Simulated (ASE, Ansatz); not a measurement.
**Localised basis functions on twisted Ti2CO2 MXene bilayer, 7.34° (610 atoms)**

Wanted: errors and times of a linear-scaling basis for twisted Ti2CO2 MXene bilayer, 7.34° (610 atoms). A setting counts as converged where the r.m.s. difference of forces stays under 1 % of the r.m.s. force.

Method: Kohn-Sham DFT, PBE+D4, PAW (set soft_2), plane waves, in Ansatz 0.2.0.

### Step 1. Starting point

The cell holds 610 atoms: 122 C, 244 Ti and 244 O. Its edges and angles: a = 23.665 Å, b = 23.665 Å, c = 23.860 Å, α = 90.0°, β = 90.0°, γ = 120.0°. It derives from Ti2CO2 (Ti2CO2 MXene). Ti2CO2 MXene (a = 3.03 Å) under Ti2CO2 MXene (a = 3.03 Å), bilayer, commensurate cell of 61 unit cells a layer, twist 7.34 deg; facing planes 2.98 Å apart; 12 Å of vacuum; layers as built, displaced by a Gaussian of 0.01 Å. Regions: layer 1, 305 atoms (61 C, 122 Ti and 122 O); layer 2, 305 atoms (61 C, 122 Ti and 122 O). Vacuum lies along c.

Limits known from the start: Beside vacuum, support functions can miss their usual error bounds without a warning. The main run has no spin polarisation, so moments on Ti can't form in it, and no Hubbard term. The Brillouin zone is sampled at Γ only, in a cell whose shortest periodic width is 20 Å.

### Step 2. Plane-wave single point

The first run fixes the reference, at a cutoff of 420 eV.

input.yaml

```yaml
crystal:
  lattice:
    - [23.6651, 0.0, 0.0]
    - [-11.83255, 20.49458, 0.0]
    - [0.0, 0.0, 23.86]
  atoms:
    - { symbol: C, position: [0.01609, 0.7866, 0.34428] }
    - { symbol: Ti, position: [0.0876, 0.86391, 0.39918] }
    - { symbol: Ti, position: [0.09303, 0.79206, 0.28976] }
    - { symbol: O, position: [0.09235, 0.79196, 0.43755] }
    - { symbol: O, position: [0.08778, 0.86306, 0.25178] }
    - { symbol: C, position: [0.08166, 0.93412, 0.345] }
    - { symbol: Ti, position: [0.15293, 0.01072, 0.39956] }
    - { symbol: Ti, position: [0.1585, 0.94082, 0.28894] }
    - { symbol: O, position: [0.15838, 0.93944, 0.43747] }
    - { symbol: O, position: [0.1535, 0.01116, 0.25132] }
    - { symbol: C, position: [0.03286, 0.57338, 0.34478] }
    - { symbol: Ti, position: [0.10495, 0.6505, 0.39924] }
    - { symbol: Ti, position: [0.11029, 0.57974, 0.2899] }
    - { symbol: O, position: [0.10973, 0.57931, 0.43679] }
    - { symbol: O, position: [0.10381, 0.6495, 0.25156] }
    - { symbol: C, position: [0.09745, 0.72121, 0.34413] }
    - { symbol: Ti, position: [0.16937, 0.79803, 0.39944] }
    - { symbol: Ti, position: [0.17478, 0.72723, 0.28962] }
    - { symbol: O, position: [0.17468, 0.72697, 0.43742] }
    - { symbol: O, position: [0.1694, 0.79811, 0.25184] }
    - { symbol: C, position: [0.16328, 0.86833, 0.34519] }
    - { symbol: Ti, position: [0.23522, 0.94533, 0.3994] }
    - { symbol: Ti, position: [0.23898, 0.87337, 0.29015] }
    - { symbol: O, position: [0.23972, 0.87378, 0.43722] }
    - { symbol: O, position: [0.23449, 0.94553, 0.25154] }
    - { symbol: C, position: [0.04894, 0.36028, 0.34456] }
    - { symbol: Ti, position: [0.12048, 0.43677, 0.39878] }
    - { symbol: Ti, position: [0.12578, 0.36621, 0.28995] }
    - { symbol: O, position: [0.12637, 0.36761, 0.43769] }
    - { symbol: O, position: [0.12046, 0.43744, 0.2516] }
    - { symbol: C, position: [0.11494, 0.50793, 0.34422] }
    - { symbol: Ti, position: [0.18555, 0.58378, 0.39869] }
    [... 572 atom lines left out ...]
    - { symbol: O, position: [0.02737, 0.38206, 0.56271] }
    - { symbol: C, position: [0.93474, 0.08155, 0.65564] }
    - { symbol: Ti, position: [0.01207, 0.15345, 0.70993] }
    - { symbol: Ti, position: [0.00552, 0.07694, 0.60043] }
    - { symbol: O, position: [0.00559, 0.07655, 0.74859] }
    - { symbol: O, position: [0.01176, 0.15395, 0.56243] }
kpoints:
  mp_grid: { grid: [1, 1, 1] }
hamiltonian:
  xc: pbe
  dispersion: d4
scf:
  occupations: { method: fermi_dirac, width: 0.05 }
output:
  forces: true
  populations: true
  dos:
    method: { smearing: { sigma: 0.1 } }
    de: 0.1
    projected: { site_lists: { C: [C], O: [O], Ti: [Ti] } }
  eigenvalues: true
```

Command:

```sh
$ ansatz run input.yaml --threads 32 --pin off --max-ram 143360MiB --backend cuda --events-out ev --progress --plain --runs-dir out
```

Numbers of over 12 decimals in the logs are rounded to 6 here.

Log:

```text
Engine: ansatz 0.2.0, aarch64-unknown-linux-gnu
Pseudopotentials: kind: paw
Pseudopotential: C, paw, valence charge 4, recommended cutoff 420 eV (normal), C.paw.azcp
Pseudopotential: Ti, paw, valence charge 12, recommended cutoff 420 eV (normal), Ti.paw.azcp
Pseudopotential: O, paw, valence charge 6, recommended cutoff 420 eV (normal), O.paw.azcp
Functional definition: PBE
  parameter kappa = 0.804
  parameter beta = 0.066725
  exchange = pbe_x(kappa = kappa, mu = beta*pi^2/3)
  correlation = pbe_c(beta = beta)
device memory: the entry about to start is reckoned to put 72.3 GiB on a device that reports 182.5 GiB free
GPU FFT provider: cuFFT
GPU libraries: cuBLAS 13.8.1, cuFFT 12.4.0, cuSOLVER 12.3.2
GPU matrix products: emulated (plane waves: as basis.precision tells), large ones in fixed point in workspaces of 1.00 GiB
Crystal: 610 atoms, lattice volume = 11572.250 Å³
Basis set: ecut = 420 eV, 226093 PW (Γ), exchange–correlation on 320×320×320 points (8 copies of the dense FFT grid, shifted against one another)
Bands: 3050, of which v1, the nominal top of the filled ones, is band 2440 counted from 1 (2439 counted from 0)
Symmetry: 1 space group operations
Space group: P1 (ITA 1), of the structure as read, at distance tolerance 2.3e-4 Å
k-points: 1
Non-local potential: C, projectors of the file, l = 0: 2, l = 1: 2, l = 2: 1
Non-local potential: Ti, projectors of the file, l = 0: 3, l = 1: 2, l = 2: 3, l = 3: 1
Non-local potential: O, projectors of the file, l = 0: 2, l = 1: 2, l = 2: 1
PAW form: soft (Blöchl's): semilocal exchange-correlation on the pseudo side does not see the compensation charge
PAW one-centre angular grid: C, 110 points (default); XC on 64 Gauss nodes
PAW one-centre angular grid: Ti, 590 points (default); XC on 64 Gauss nodes
PAW one-centre angular grid: O, 110 points (default); XC on 64 Gauss nodes
Initial density: superposition of atomic densities (neutral atoms: chi_scale 0, normalization atom), corrected by the library's trained network
Initial wavefunctions: pseudopotential atomic-orbital guess
GPU buffer pool allocated for 4096000 grid points (all kernels)
GPU transforms: local potential and band sums: pruned to the plane-wave sphere, on 160×160×160
GPU projectors: on the FFT box's points about the atoms, with room for 4790696 of them (16 bands a pass); a geometry past the room, sums that fail their trial, or a want of GPU memory keeps the tables, and a block in half precision can take them where they are the faster
Functional: x = pbe(κ = 0.804, μ = 0.219515), c = pbe(β = 0.066725)
SCF iter   1: F=—  HF=-779744.186047 eV  |F-HF|=—  |Δ(HF+E_count)|=         —  Δρ=5.08e-3  dr2=4.68e0  ethr=1.77e-3  ⟨swp⟩=7.0  Hψ=13026  notcnv=0  defer=12
preconditioner: auto → LDOS  [insulator: Δε(μ)=0.370 eV  Ē_g=8.657 eV  σ=0.050 eV  W_gap=0.95  n_scr=2554 (ndim 8)  ℏωp=18.7 eV  f_vac=0.435  D(μ)=10.13/eV (n_scr^D=8)  ε∞_Penn≈5.7  β→1.0]
SCF iter   2: F=—  HF=-779745.301154 eV  |F-HF|=—  |Δ(HF+E_count)|=    1.12e0  Δρ=8.18e-3  dr2=1.18e1  ethr=9.58e-5  ⟨swp⟩=3.0  Hψ=7376  notcnv=0  defer=253
SCF iter   3: F=—  HF=-779743.664228 eV  |F-HF|=—  |Δ(HF+E_count)|=    1.64e0  Δρ=3.70e-3  dr2=1.77e0  ethr=9.58e-5  ⟨swp⟩=3.0  Hψ=6461  notcnv=0  defer=253
SCF iter   4: F=—  HF=-779743.369678 eV  |F-HF|=—  |Δ(HF+E_count)|=   2.95e-1  Δρ=4.03e-4  dr2=5.72e-2  ethr=3.62e-5  ⟨swp⟩=2.0  Hψ=4276  notcnv=0  defer=253
SCF iter   5: F=—  HF=-779743.311028 eV  |F-HF|=—  |Δ(HF+E_count)|=   5.87e-2  Δρ=1.93e-4  dr2=6.51e-3  ethr=1.17e-6  ⟨swp⟩=4.0  Hψ=6581  notcnv=0  defer=253
SCF iter   6: F=—  HF=-779743.310457 eV  |F-HF|=—  |Δ(HF+E_count)|=   5.71e-4  Δρ=4.71e-5  dr2=3.74e-4  ethr=1.33e-7  ⟨swp⟩=2.0  Hψ=4017  notcnv=0  defer=253
SCF iter   7: F=—  HF=-779743.339660 eV  |F-HF|=—  |Δ(HF+E_count)|=   2.92e-2  Δρ=1.72e-5  dr2=9.72e-5  ethr=7.66e-9  ⟨swp⟩=3.0  Hψ=4171  notcnv=0  defer=252
SCF iter   8: F=—  HF=-779743.342053 eV  |F-HF|=—  |Δ(HF+E_count)|=   2.39e-3  Δρ=5.83e-6  dr2=3.18e-5  ethr=1.99e-9  ⟨swp⟩=2.0  Hψ=4179  notcnv=0  defer=252
SCF iter   9: F=—  HF=-779743.342054 eV  |F-HF|=—  |Δ(HF+E_count)|=   8.41e-7  Δρ=4.27e-6  dr2=1.73e-5  ethr=6.52e-10  ⟨swp⟩=2.0  Hψ=3713  notcnv=0  defer=252
SCF iter  10: F=—  HF=-779743.342053 eV  |F-HF|=—  |Δ(HF+E_count)|=   7.35e-7  Δρ=3.17e-6  dr2=9.49e-6  ethr=3.54e-10  ⟨swp⟩=2.0  Hψ=3915  notcnv=0  defer=252
SCF iter  11: F=—  HF=-779743.342052 eV  |F-HF|=—  |Δ(HF+E_count)|=   9.45e-7  Δρ=1.97e-6  dr2=1.73e-6  ethr=1.95e-10  ⟨swp⟩=2.0  Hψ=3905  notcnv=0  defer=252
SCF iter  12: F=—  HF=-779743.342052 eV  |F-HF|=—  |Δ(HF+E_count)|=   3.14e-9  Δρ=1.28e-6  dr2=3.76e-7  ethr=3.55e-11  ⟨swp⟩=3.0  Hψ=4155  notcnv=0  defer=252
SCF iter  13: F=-779743.342052 eV  HF=-779743.342052 eV  |F-HF|=1.83e-8  |Δ(HF+E_count)|=  6.98e-10  Δρ=4.45e-7  dr2=2.08e-8  ethr=2.05e-12  ⟨swp⟩=13.0  Hψ=11649  notcnv=0
SCF 1 converged in 13 iterations: F = -779743.342052 eV  dr2 = 2.08e-8
  greatest PAW one-centre occupation: 0.999 electrons in one spin orbital (limit 2), on the Ti atom at site 486 (counted from 0), in its partial waves of l = 0
SCF converged after 13 iterations
Free energy (F): -779743.342052 eV
Harris-Foulkes:  -779743.342052 eV  (|F-HF|=1.83e-8)
Internal energy: -779743.176143 eV  (E = F + TS)
E sigma→0 (E₀):  -779743.259098 eV
Entropy (-TS):   -0.165909 eV (-0.272 meV/atom)
Fermi energy:    4.283613 eV
--- Per-component energies (eV) ---
  E_band       = -77833.778304
  E_kinetic    = 120063.051292
  E_local      = -3373906.829078  (includes V_loc(G=0)·N_el)
  E_nonlocal   = 15920.023602
  E_hartree    = 1635442.109726
  E_xc         = -47979.879519
  E_vxc        = -60436.219760  (∫ρ·V_xc dr)
  E_paw        = -305723.597826  (= ΣΔE_a)
  E_vpaw       = -50358.664986  (= ΣTr[D̂ρ^β])
  E_aug_tail   = 0.638419  (compensation charges beyond the density's cutoff)
  E_ewald      = 1176555.673744
  E_disp       = -114.366502  (pairwise vdW)
  E_smearing   = -0.165909  (= −TS)
  E_closure    = -0.000000  (closes the sum)
  Σ components = -779743.342052   (vs F -779743.342052, Δ=0.00e0)
--- Forces (eV/Å), atoms counted from 1 ---
[... 610 lines of forces left out ...]
  max |Σ_I F_I| component: 1.23e-4 eV/Å
--- Band table (eV) ---
[... left out ...]
--- Löwdin populations: 610 sites ---
  site symbol       q [e]
[... 610 lines, one an atom, left out ...]
  spilling = 0.003491 (of n_electrons = 4880.000000)
```

Run time: 23 s. Hardware: 1 × NVIDIA GB200 with 32 threads of Arm Neoverse V2, shared host; peak memory 8.9 GiB; 99 s of CPU time.

That memory is the host's; the program planned up to 72.3 GiB on the GPU. Forces of this run were stored rounded, and per-atom blocks of the log weren't kept.

Read from the output:

```
free energy                                      : -779743.3421 eV
free energy per atom                             : -1278.2678 eV/atom
SCF cycles                                       : 13
r.m.s. force component                           : 0.1806 eV/Å
longest force                                    : 0.6744 eV/Å
Fermi energy                                     : 4.284 eV
spacing of highest filled and lowest empty level : 0.3359 eV
levels partly filled by over 2 per cent          : 7
spilling of the projection                       : 0.003491
```

Length of the force by element:

| element | coordination | atoms | mean length of the force (eV/Å) | spread | least | most |
| --- | --- | --- | --- | --- | --- | --- |
| C | all | 122 | 0.288 | 0.130 | 0.051 | 0.674 |
| O | all | 244 | 0.256 | 0.101 | 0.0623 | 0.520 |
| Ti | all | 244 | 0.319 | 0.132 | 0.0482 | 0.662 |

Löwdin charges by element (they lack the spilled electrons, 0.028 e an atom on average):

| element | coordination | atoms | mean charge (e) | spread | least | most |
| --- | --- | --- | --- | --- | --- | --- |
| C | all | 122 | -0.904 | 0.002 | -0.909 | -0.899 |
| O | all | 244 | -0.607 | 0.0045 | -0.617 | -0.596 |
| Ti | all | 244 | 1.13 | 0.004 | 1.12 | 1.14 |

By region:

| region | atoms | mean length of the force (eV/Å) |
| --- | --- | --- |
| layer 1 | 305 | 0.285 |
| layer 2 | 305 | 0.29 |

Density of states as counts of states in windows of 1 eV (from the Fermi level), total and some projections:

| from (eV) | to (eV) | total | O p | C p | C s |
| --- | --- | --- | --- | --- | --- |
| -14 | -12 | 0.0 | 0.0 | 0.0 | 0.0 |
| -12 | -11 | 30.7 | 0.8 | 0.3 | 17.5 |
| -11 | -10 | 147.8 | 2.7 | 2.5 | 90.5 |
| -10 | -9 | 65.3 | 0.5 | 0.3 | 45.3 |
| -9 | -7 | 0.0 | 0.0 | 0.0 | 0.0 |
| -7 | -6 | 79.6 | 38.4 | 11.9 | 0.6 |
| -6 | -5 | 558.8 | 342.6 | 43.3 | 2.9 |
| -5 | -4 | 805.2 | 545.6 | 59.9 | 7.6 |
| -4 | -3 | 188.5 | 77.1 | 49.0 | 1.3 |
| -3 | -2 | 321.8 | 85.7 | 131.8 | 1.3 |
| -2 | -1 | 220.9 | 57.2 | 95.2 | 0.6 |
| -1 | 0 | 21.0 | 6.2 | 9.5 | 0.0 |
| 0 | 1 | 251.0 | 37.4 | 8.6 | 1.8 |
| 1 | 2 | 577.4 | 36.6 | 20.1 | 0.4 |

Between -26 and -14 eV lie 488 more states.

The stored curve holds about 2927 of the 4880 electrons; the rest, give or take the few that broadening carries across the Fermi level, lie in deeper levels below its range.

Not all projections were asked for or kept, so they needn't add up to the total.

The levels nearest the highest filled one (over half full), pooled over k-points and spins:

| level less the highest filled one (eV) | occupation |
| --- | --- |
| -0.797 | 2 |
| -0.790 | 2 |
| -0.0151 | 1.93 |
| -0.0093 | 1.92 |
| -0.0044 | 1.91 |
| 0 | 1.9 |
| 0.336 | 0.045 |
| 0.337 | 0.044 |
| 0.341 | 0.041 |
| 0.345 | 0.037 |
| 0.349 | 0.035 |
| 0.352 | 0.033 |

Mean Löwdin charges: C -0.90, O -0.61, Ti +1.13 e (they miss 0.35 % of the electrons, so they add up to more than the cell's charge).

### Step 3. Distances and neighbours

These statistics describe the geometry on which the runs were made.

Normalised to the volume that the atoms fill. g(r), total and by pair (bins of 0.2 Å):

| r (Å) | total | O-O | O-Ti | O-C | Ti-Ti | Ti-C | C-C |
| --- | --- | --- | --- | --- | --- | --- | --- |
| 1.90 | 2.67 | 0.00 | 8.35 | 0.00 | 0.00 | 0.00 | 0.00 |
| 2.10 | 1.97 | 0.00 | 0.13 | 0.00 | 0.00 | 12.00 | 0.00 |
| 2.30 | 0.29 | 0.00 | 0.00 | 0.00 | 0.00 | 1.83 | 0.00 |
| 2.50 | 0.00 | 0.00 | 0.00 | 0.00 | 0.00 | 0.00 | 0.00 |
| 2.70 | 0.07 | 0.00 | 0.00 | 0.44 | 0.00 | 0.00 | 0.00 |
| 2.90 | 1.29 | 0.08 | 0.00 | 7.80 | 0.11 | 0.00 | 0.28 |
| 3.10 | 3.42 | 7.44 | 0.00 | 0.00 | 10.37 | 0.00 | 14.10 |
| 3.30 | 0.03 | 0.21 | 0.00 | 0.00 | 0.00 | 0.00 | 0.00 |
| 3.50 | 0.43 | 0.24 | 1.22 | 0.00 | 0.00 | 0.00 | 0.00 |
| 3.70 | 1.49 | 0.23 | 2.17 | 0.00 | 0.00 | 4.73 | 0.00 |
| 3.90 | 0.07 | 0.21 | 0.12 | 0.00 | 0.00 | 0.00 | 0.00 |
| 4.10 | 0.72 | 0.25 | 0.21 | 3.85 | 0.00 | 0.00 | 0.00 |
| 4.30 | 0.37 | 0.21 | 0.21 | 0.00 | 1.68 | 0.00 | 0.00 |
| 4.50 | 0.10 | 0.20 | 0.18 | 0.00 | 0.05 | 0.00 | 0.00 |
| 4.70 | 2.48 | 1.62 | 6.20 | 0.00 | 0.00 | 1.44 | 0.00 |
| 4.90 | 0.79 | 0.15 | 0.17 | 0.00 | 0.18 | 4.25 | 0.00 |
| 5.10 | 0.91 | 0.19 | 0.16 | 5.02 | 0.15 | 0.00 | 0.00 |
| 5.30 | 1.50 | 2.60 | 0.18 | 0.31 | 4.91 | 0.00 | 4.79 |
| 5.50 | 0.15 | 0.14 | 0.16 | 0.31 | 0.15 | 0.00 | 0.00 |
| 5.70 | 0.31 | 1.16 | 0.16 | 0.33 | 0.15 | 0.00 | 0.00 |
| 5.90 | 0.14 | 0.15 | 0.14 | 0.29 | 0.15 | 0.00 | 0.00 |
| 6.10 | 0.87 | 1.94 | 0.12 | 0.27 | 1.94 | 0.14 | 3.58 |
| 6.30 | 1.26 | 0.46 | 3.38 | 0.28 | 0.14 | 0.26 | 0.00 |
| 6.50 | 0.93 | 1.43 | 0.25 | 0.26 | 0.14 | 3.44 | 0.00 |
| 6.70 | 0.68 | 0.13 | 0.24 | 3.22 | 0.15 | 0.28 | 0.00 |
| 6.90 | 0.50 | 0.09 | 0.51 | 0.26 | 1.51 | 0.23 | 0.00 |
| 7.10 | 0.96 | 0.14 | 1.99 | 0.23 | 0.10 | 1.54 | 0.00 |
| 7.30 | 0.39 | 0.12 | 0.25 | 1.46 | 0.12 | 0.25 | 0.00 |

Bonds by pair of elements; cutoffs follow the first minimum of g(r), held within bounds set by covalent radii, and pairs that aren't listed don't count as bonded:

| pair A-B | cutoff (Å) | bonds | mean length (Å) | spread (Å) | shortest (Å) | B about A | A about B |
| --- | --- | --- | --- | --- | --- | --- | --- |
| O-Ti | 2.64 | 732 | 1.97 | 0.014 | 1.93 | 3 | 3 |
| Ti-C | 2.64 | 732 | 2.19 | 0.015 | 2.14 | 3 | 6 |

How many atoms have how many bonded neighbours:

| element | mean | 3 | 6 |
| --- | --- | --- | --- |
| C | 6 | 0 | 122 |
| O | 3 | 244 | 0 |
| Ti | 6 | 0 | 244 |

Bond angles (no mean is given where the spread exceeds 20°):

| angle | count | mean (°) | spread (°) |
| --- | --- | --- | --- |
| C-Ti-O | 2196 | - | - |
| Ti-C-Ti | 1830 | - | - |
| O-Ti-O | 732 | 100 | 0.6 |
| C-Ti-C | 732 | 87.8 | 0.5 |
| Ti-O-Ti | 732 | 100 | 0.6 |

Counting bonds as in the table, all C atoms have 6, all O atoms have 3 and all Ti atoms have 6 bonded neighbours.

(Part 1 of 2 ends here.)

[Logs are printed without paths, hosts, clocks, repeated set-up lines and the standing remarks that a program may print on its own settings, such as how far it seeks lower states.]

[Hosts, paths, dates, database ids (printed as entryN), source tags and the programs' standing remarks are cut or masked in the printed files.]
